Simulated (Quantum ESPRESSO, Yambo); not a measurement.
# SnO2 (Cassiterite): G0W0 with Yambo, start to end, part 2 of 3

Aim: the G0W0 gap of SnO2 (Cassiterite) on PBE, step by step.

Quantum ESPRESSO 7.5 and Yambo 5.3.0; PBE and many-body steps on it, plane waves. Known limits of the many-body steps: not at the basis limit; no spin-orbit coupling; coarse k mesh.

So far. Step 2 (Ground state): The gap is direct, at Γ. Step 3 (Bands along the symmetry lines): The gap is 1.289 eV, as in the run before at this level.

**4. Empty states on the mesh, 4×4×4 mesh, 83 bands**

Level of this step: DFT, PBE, plane waves, norm-conserving pseudopotentials (Quantum ESPRESSO).

The sums over transitions need many empty states on a uniform mesh; this step solves for them.

File pw.in:

```
&control
  calculation = 'nscf'
  prefix = 'x'
  outdir = 'o'
  pseudo_dir = 'pseudo'
/
&system
  ibrav = 0
  nat = 6
  ntyp = 2
  ecutwfc = 84.0
  nbnd = 83
  force_symmorphic = .true.
/
&electrons
  conv_thr = 1e-9
  electron_maxstep = 80
  diago_full_acc = .true.
  diago_thr_init = 5e-6
/
ATOMIC_SPECIES
  Sn 118.71 Sn.upf
  O 15.999 O.upf
CELL_PARAMETERS angstrom
  4.7380000000 0.0000000000 0.0000000000
  0.0000000000 4.7380000000 0.0000000000
  0.0000000000 0.0000000000 3.1865000000
ATOMIC_POSITIONS crystal
  Sn 0.0000000000 0.0000000000 0.0000000000
  Sn 0.5000000000 0.5000000000 0.5000000000
  O 0.3071000000 0.3071000000 0.0000000000
  O 0.1929000000 0.8071000000 0.5000000000
  O 0.6929000000 0.6929000000 0.0000000000
  O 0.8071000000 0.1929000000 0.5000000000
K_POINTS automatic
  4 4 4 0 0 0
```

Started as:

```console
OMP_NUM_THREADS=1 mpirun -n 8 pw.x -nk 4 -in pw.in > pw.out
```

What it wrote:

```text
[banner, memory and clock lines left out]
Program PWSCF v.7.5 starts

     Atomic positions and unit cell read from directory:
     o/x.save/

     Message from routine setup:
     using ibrav=0 with symmetry is DISCOURAGED, use correct ibrav instead

     bravais-lattice index     =            0
     lattice parameter (alat)  =       8.9535  a.u.
     unit-cell volume          =     482.7259 (a.u.)^3
     number of atoms/cell      =            6
     number of atomic types    =            2
     number of electrons       =        68.00
     number of Kohn-Sham states=           83
     kinetic-energy cutoff     =      84.0000  Ry
     charge density cutoff     =     336.0000  Ry
     Exchange-correlation= PBE
                           (   1   4   3   4   0   0   0)

     celldm(1)=   8.953522  celldm(2)=   0.000000  celldm(3)=   0.000000
     celldm(4)=   0.000000  celldm(5)=   0.000000  celldm(6)=   0.000000

     crystal axes: (cart. coord. in units of alat)
               a(1) = (   1.000000   0.000000   0.000000 )
               a(2) = (   0.000000   1.000000   0.000000 )
               a(3) = (   0.000000   0.000000   0.672541 )

     reciprocal axes: (cart. coord. in units 2 pi/alat)
               b(1) = (  1.000000  0.000000  0.000000 )
               b(2) = (  0.000000  1.000000  0.000000 )
               b(3) = (  0.000000  0.000000  1.486898 )
     Pseudo is Norm-conserving + core correction, Zval = 22.0
     Generated using ONCVPSP code by D. R. Hamann
     Using radial grid of 1628 points,  6 beta functions with:
     Pseudo is Norm-conserving + core correction, Zval =  6.0
     Generated using ONCVPSP code by D. R. Hamann
     Using radial grid of  936 points,  5 beta functions with:
     Sn               22.00   118.71000     Sn( 1.00)
     O                 6.00    15.99900     O ( 1.00)

      8 Sym. Ops., with inversion, found

   Cartesian axes

     site n.     atom                  positions (alat units)
         1        Sn     tau(   1) = (   0.0000000   0.0000000   0.0000000  )
         2        Sn     tau(   2) = (   0.5000000   0.5000000   0.3362706  )
         3        O      tau(   3) = (   0.3071000   0.3071000   0.0000000  )
         4        O      tau(   4) = (   0.1929000   0.8071000   0.3362706  )
         5        O      tau(   5) = (   0.6929000   0.6929000   0.0000000  )
         6        O      tau(   6) = (   0.8071000   0.1929000   0.3362706  )

     number of k points=    21
                       cart. coord. in units 2pi/alat
        k(    1) = (   0.0000000   0.0000000   0.0000000), wk =   0.0312500
        k(    2) = (   0.0000000   0.0000000   0.3717245), wk =   0.0625000
        k(    3) = (   0.0000000   0.0000000  -0.7434489), wk =   0.0312500
[...]
[... 9 further rows ...]
        k(   20) = (  -0.2500000   0.2500000  -0.3717245), wk =   0.1250000
        k(   21) = (  -0.2500000   0.2500000   0.7434489), wk =   0.0625000

     Dense  grid:    50163 G-vectors     FFT dimensions: (  54,  54,  36)

     The potential is recalculated from file :
     o/x.save/charge-density

     Starting wfcs are   42 randomized atomic wfcs +   41 random wfcs

     Band Structure Calculation

     End of band structure calculation

          k = 0.0000 0.0000 0.0000 (  6273 PWs)   bands (ev):

  -116.6531-116.6530 -72.4821 -72.4821 -72.4387 -72.4387 -72.4344 -72.4340
    -9.9067  -9.1569  -8.8803  -8.8568  -8.8568  -8.7679  -8.7331  -8.6461
    -8.6172  -8.6172  -7.6530  -5.7960  -5.7960  -4.0334   3.1540   7.1940
     7.1940   7.2830   8.1552   9.1990   9.2874   9.9986   9.9986  10.4825
[...]
48.8372  49.1820  51.2314

          k = 0.0000 0.0000 0.3717 (  6286 PWs)   bands (ev):

  -116.6530-116.6529 -72.4820 -72.4820 -72.4386 -72.4386 -72.4365 -72.4364
[...]
48.7633  50.3308  50.3308

          k = 0.0000 0.0000-0.7434 (  6274 PWs)   bands (ev):

  -116.6528-116.6528 -72.4818 -72.4817 -72.4386 -72.4386 -72.4384 -72.4384
[...]
41.1816  41.1816  42.2310  42.2310  44.2680  44.2680  44.9356  44.9356
    45.2284  45.2284  46.1404  46.1404  46.5071  46.5071  48.8842  48.8842
    49.6189  49.6189  50.9144

          k = 0.0000 0.2500 0.0000 (  6268 PWs)   bands (ev):

     [... further k-points ...]

     highest occupied, lowest unoccupied level (ev):    11.2481   12.5370

     XML data file, pseudopotentials, collected wavefunctions
```

Run time: 15 s. Hardware: 8 MPI ranks of Arm Neoverse V1, shared host; peak memory 0.57 GiB.

Numbers from this step:

| Quantity | Value |
| --- | --- |
| gap | 1.289 eV |
| k of the valence top | 0, 0, 0 |
| k of the conduction bottom | 0, 0, 0 |
| least direct gap | 1.289 eV |
| k points computed | 21 |
| lowest point of the top converged band, above the valence top | 38.20 eV |

On this mesh the gap is 1.289 eV.

**5. Conversion and set-up**

This step: Yambo 5.3.0; conversion and set-up on PBE, plane waves, norm-conserving pseudopotentials.

The states are converted to the many-body program's format and the q mesh is built.

Started as:

```console
(cd o/x.save; p2y > p2y.log; mv SAVE ../..); yambo > setup.log
```

What it wrote:

```text
 Yambo, version 5.3.0

 [02] CORE Variables Setup
 =========================

  [02.01] Unit cells
  ==================

  Cell kind             :  Unknown
  Atoms in the cell     :  Sn  O
  number of Sn atoms    :  2
  number of O  atoms    :   4

  List of atomic masses
  Mass of Sn    :  118.7100
  Mass of O     :  15.99900

  List of atomic coordinates    : [cc]
  Sn1       :  0.000000  0.000000  0.000000  order 1
  Sn2       :  4.476761  4.476761  3.010806  order 2
  O1       :  2.749627  2.749627  0.000000  order 3
  O2       :  1.727134  7.226388  3.010806  order 4
  O3       :  6.203896  6.203896  0.000000  order 5
  O4       :  7.226388  1.727134  3.010806  order 6

  Alat factors          :  8.953522  8.953522  6.021612 [a.u.]
  Direct lattice volume :  482.7259 [a.u.]
  Direct lattice vectors:  A[ 1 ]  A[ 2 ]  A[ 3 ]
   A[ 1 ]:  1.000000  0.000000  0.000000  [iru]
   8.953522  0.000000  0.000000  [cc]
   A[ 2 ]:  0.000000  1.000000  0.000000  [iru]
   0.000000  8.953522  0.000000  [cc]
   A[ 3 ]:  0.000000  0.000000  1.000000  [iru]
   0.000000  0.000000  6.021612  [cc]

  Recip. lattice volume :  0.513853 [a.u.]
  Recip. lattice vectors:  B[ 1 ]  B[ 2 ]  B[ 3 ]
   B[ 1 ]:  1.000000  0.000000  0.000000  [iku]
   0.701756  0.000000  0.000000  [cc]
   B[ 2 ]:  0.000000  1.000000  0.000000  [iku]
   0.000000  0.701756  0.000000  [cc]
   B[ 3 ]:  0.000000  0.000000  1.000000  [iku]
   0.000000  0.000000  1.043439  [cc]

  [02.02] Symmetries
  ==================

  Inversion symmetry    : yes
  Spatial inversion     : yes
  Inversion index       :   5
  K-space Time-reversal : no
  Magnetic symmetries   : no
  Group table correct   : yes
  Symmetries units      :  [cc]

   [S 1]:  1.000000  0.000000  0.000000  0.000000  1.000000  0.000000  0.000000  0.000000  1.000000
   [S 2]: -1.000000  0.000000  0.000000  0.000000 -1.000000  0.000000  0.000000  0.000000  1.000000
   [S 3]:  0.000000  1.000000  0.000000  1.000000  0.000000  0.000000  0.000000  0.000000 -1.000000
[...]
[S 7]:  0.000000 -1.000000  0.000000 -1.000000  0.000000  0.000000  0.000000  0.000000  1.000000
   [S 8]:  0.000000  1.000000  0.000000  1.000000  0.000000  0.000000  0.000000  0.000000  1.000000

  [02.03] Reciprocal space
  ========================

  nG shells         :  2955
  nG charge         :   50163
  nG WFs            :   7807
  nC WFs            :   6312
  G-vecs. in first 80 shells:  [ Number ]
     1    5    9   11   19   23   31   39   47
    63   67   69   73   81   89   97  105  113
   129  137  145  161  177  181  189  197  205
[...]
721   729   745   753   761   777   793   809
  ...
  Shell energy in first 80 shells:  [ mHa ]
[...]
8100.44      8333.29      8371.84      8423.76      8579.52      8710.12      8839.13      8864.30      8916.22
[...]
K [14]         [rlu]:  0.250000 -0.500000  0.250000
         WF components:   6274
  [... 6 further k-points ...]
  K [21]         [rlu]: -0.250000  0.250000  0.500000
         WF components:   6272

  [02.05] Energies & Occupations
  ==============================

  [X] === General ===
  [X] Electronic Temperature                        :  0.000000  0.000000 [eV K]
  [X] Bosonic    Temperature                        :  0.000000  0.000000 [eV K]
  [X] Finite Temperature mode                       : no
  [X] El. density                                   :  0.95062E+24 [cm-3]
  [X] Fermi Level                                   :  11.24814 [eV]

  [X] === Gaps and Widths ===
  [X] Conduction Band Min                           :  1.288899 [eV]
  [X] Valence Band Max                              :  0.000000 [eV]
  [X] Filled Bands                                  :   34
  [X] Empty Bands                                   :   35   83
  [X] Direct Gap                                    :  1.288899 [eV]
  [X] Direct Gap localized at k                     :  1
  [X] Indirect Gap                                  :  1.288899 [eV]
  [X] Indirect Gap between kpts                     :  1  1
  [X] Last valence band width                       :  1.252534 [eV]
  [X] 1st conduction band width                     :  5.193994 [eV]

  E @ K [ 1]:  [eV]
  -127.9012 -127.9011  -83.7303  -83.7303  -83.6868  -83.6868  -83.6825  -83.6822
[...]
occ @ K [ 1]
[...]
E @ K [ 2]:  [eV]
[...]
occ @ K [ 2]
[...]
E @ K [ 3]:  [eV]
[...]
occ @ K [ 3]
[...]
E @ K [ 8]:  [eV]
[...]
occ @ K [ 8]
[...]
E @ K [ 9]:  [eV]
[...]
occ @ K [ 9]
[...]
E @ K [10]:  [eV]
[...]
occ @ K [10]
[...]
E @ K [11]:  [eV]
[...]
occ @ K [11]
[...]
E @ K [12]:  [eV]
[...]
occ @ K [12]
[...]
E @ K [13]:  [eV]
[...]
occ @ K [13]
[...]
E @ K [14]:  [eV]
[...]
occ @ K [14]
[...]
[... 6 further k-points ...]
  E @ K [21]:  [eV]
[...]
occ @ K [21]
[...]
0.000000  0.000000  0.000000  0.000000  0.000000  0.000000  0.000000  0.000000
   0.000000  0.000000  0.000000  0.000000  0.000000  0.000000  0.000000  0.000000

 [03] Transferred momenta grid and indexing
 ==========================================

 IBZ Q-points                                      :  21
 BZ  Q-points                                      :   64

 K/Q-points units:
 rlu = crystal or reduced units; cc = cartesian coordinates; iku = interal k-units

 Q [ 1]         [rlu]:  0.000000  0.000000  0.000000
 Q [ 2]         [rlu]:  0.000000  0.000000  0.250000
 Q [ 3]         [rlu]:  0.000000  0.000000 -0.500000
[...]
Q [ 8]         [rlu]:  0.000000 -0.500000  0.250000
 Q [ 9]         [rlu]:  0.000000 -0.500000 -0.500000
 Q [10]         [rlu]:  0.250000  0.250000  0.000000
     [... 9 further rows ...]
 Q [20]         [rlu]: -0.250000  0.250000 -0.250000
 Q [21]         [rlu]: -0.250000  0.250000  0.500000

  [03.01] X indexes
  =================

   [03.01.01] Sigma indexes
   ========================

 [06] Game Over & Game summary
```

The job ended after 3 s (1 MPI rank; peak memory 0.25 GiB).

[end of part 2 of 3]

[Paths, hosts, dates, memory and timing lines, banners, echoed tables and standing remarks are left out of the program output.]

[Logs are printed without paths, hosts, clocks, repeated set-up lines and the standing remarks that a program may print on its own settings, such as how far it seeks lower states.]

[Runs of the session that timed out or met a known fault of the program may be left out.]

[Hosts, paths, dates, database ids (printed as entryN), source tags and the programs' standing remarks are cut or masked in the printed files.]
